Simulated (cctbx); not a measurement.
# Accept or mend?

Cell a = 7.5430 Å, b = 7.5720 Å, c = 8.1070 Å, α = 90.00°, β = 90.00°, γ = 90.00°; space group Cmmm (no. 65).

The data are simulated with cctbx, not measured: Mo Kα, λ = 0.71073 Å, to d = 0.8 Å, 80 % of the full sphere, strongest reflection 5000 counts, noise from counting, a 4 % proportional error and a noise floor of 2 counts (s.d.); no absorption, and some extinction, which the refinements don't model.

An anisotropic refinement with weights 1/σ² prints:

```text
Rint 0.036, 74 unique reflections to 1.30 A
cycle     R1     wR2    GooF  max shift (A)
   1  0.0213  0.0429   1.665   0.02589
   2  0.0104  0.0215   0.832   0.00030
final R1 0.0104 wR2 0.0215 GooF 0.832  parameters 37  data/parameter 2.0
atom        x        y        z      Ueq    occ   su(xyz)  su(Uiso or U11)
Pt1    0.25000  0.75000  0.50000   0.0097  1.000  0.00000  0.0012
Co1    0.16623  0.00000  0.00000   0.0089  1.000  0.00041  0.0028
Cr1    0.50000  0.16470  0.00000   0.0121  1.000  0.00061  0.0033
Cr2    0.50000  0.66963  0.27616   0.0126  1.000  0.00040  0.0029
Cr3    0.67526  0.00000  0.28294   0.0134  1.000  0.00041  0.0026
C1     0.50000  0.12341  0.50000   0.0202  1.000  0.00329  0.0216  NPD
C2     0.12762  0.00000  0.50000   0.0272  1.000  0.00330  0.0154
B1     0.25000  0.75000  0.12975   0.0333  1.000  0.00309  0.0238  NPD
difference map: max 0.41 min -0.42 rms 0.11
Q1    0.0000  0.5000  0.3380    4    0.43  1.40 A from Cr3
Q2    0.0000  0.5000  0.1044    4    0.31  1.51 A from Cr1
Q3    0.1272  0.3031  0.1444   16    0.28  1.02 A from B1
Q4    0.0000  0.0000  0.0000    2    0.25  1.25 A from Co1
Q5    0.0000  0.2064  0.1233    8    0.25  1.27 A from Cr2
Q6    0.0000  0.0000  0.3679    4    0.22  1.44 A from C2
```

Q: Accept it or mend it, and why?

Mend it. The fault: data cut at low resolution. Against the right model at the same level, R1 goes from 0.0155 to 0.0104 and GooF from 0.94 to 0.83 and C1 and B1 go non-positive-definite. The atoms are right, but there are too few data for the parameters: R1 flatters and the s.u.s grow. Data per parameter fall from 7.9 to 2.

The compound is Cr5CoB2PtC2. The right model at the same level gives:

```text
Rint 0.043, 292 unique reflections to 0.80 A
cycle     R1     wR2    GooF  max shift (A)
   1  0.0288  0.0690   1.896   0.00529
   2  0.0155  0.0340   0.935   0.00003
final R1 0.0155 wR2 0.0340 GooF 0.935  parameters 37  data/parameter 7.9
atom        x        y        z      Ueq    occ   su(xyz)  su(Uiso or U11)
Pt1    0.25000  0.75000  0.50000   0.0095  1.000  0.00000  0.0002
Co1    0.16647  0.00000  0.00000   0.0074  1.000  0.00017  0.0006
Cr1    0.50000  0.16465  0.00000   0.0104  1.000  0.00024  0.0008
Cr2    0.50000  0.67002  0.27595   0.0108  1.000  0.00016  0.0006
Cr3    0.67597  0.00000  0.28312   0.0135  1.000  0.00017  0.0005
C1     0.50000  0.12650  0.50000   0.0108  1.000  0.00148  0.0045
C2     0.12921  0.00000  0.50000   0.0164  1.000  0.00156  0.0050
B1     0.25000  0.75000  0.13267   0.0216  1.000  0.00110  0.0051
difference map: max 0.82 min -1.09 rms 0.27
Q1    0.1375  0.3669  0.0000    8    0.86  1.06 A from Cr1
Q2    0.0927  0.1677  0.1605   16    0.81  1.17 A from Cr2
Q3    0.1087  0.2875  0.1060   16    0.80  1.12 A from B1
Q4    0.0895  0.4001  0.3150   16    0.79  1.03 A from Cr3
Q5    0.0000  0.4591  0.0875    8    0.75  1.18 A from Cr1
Q6    0.0000  0.3553  0.1748    8    0.70  1.43 A from Cr1
```

Isotropic U is held between 0.0001 and 1 Å² by the program, and listed peak heights are interpolated, so they can pass the grid's maximum.

This is a model crystal, built by substitution and not relaxed, with assumed displacement parameters.

[Middle refinement cycles are left out of these outputs.]

[Logs are printed without paths, hosts, clocks, repeated set-up lines and the standing remarks that a program may print on its own settings, such as how far it seeks lower states.]
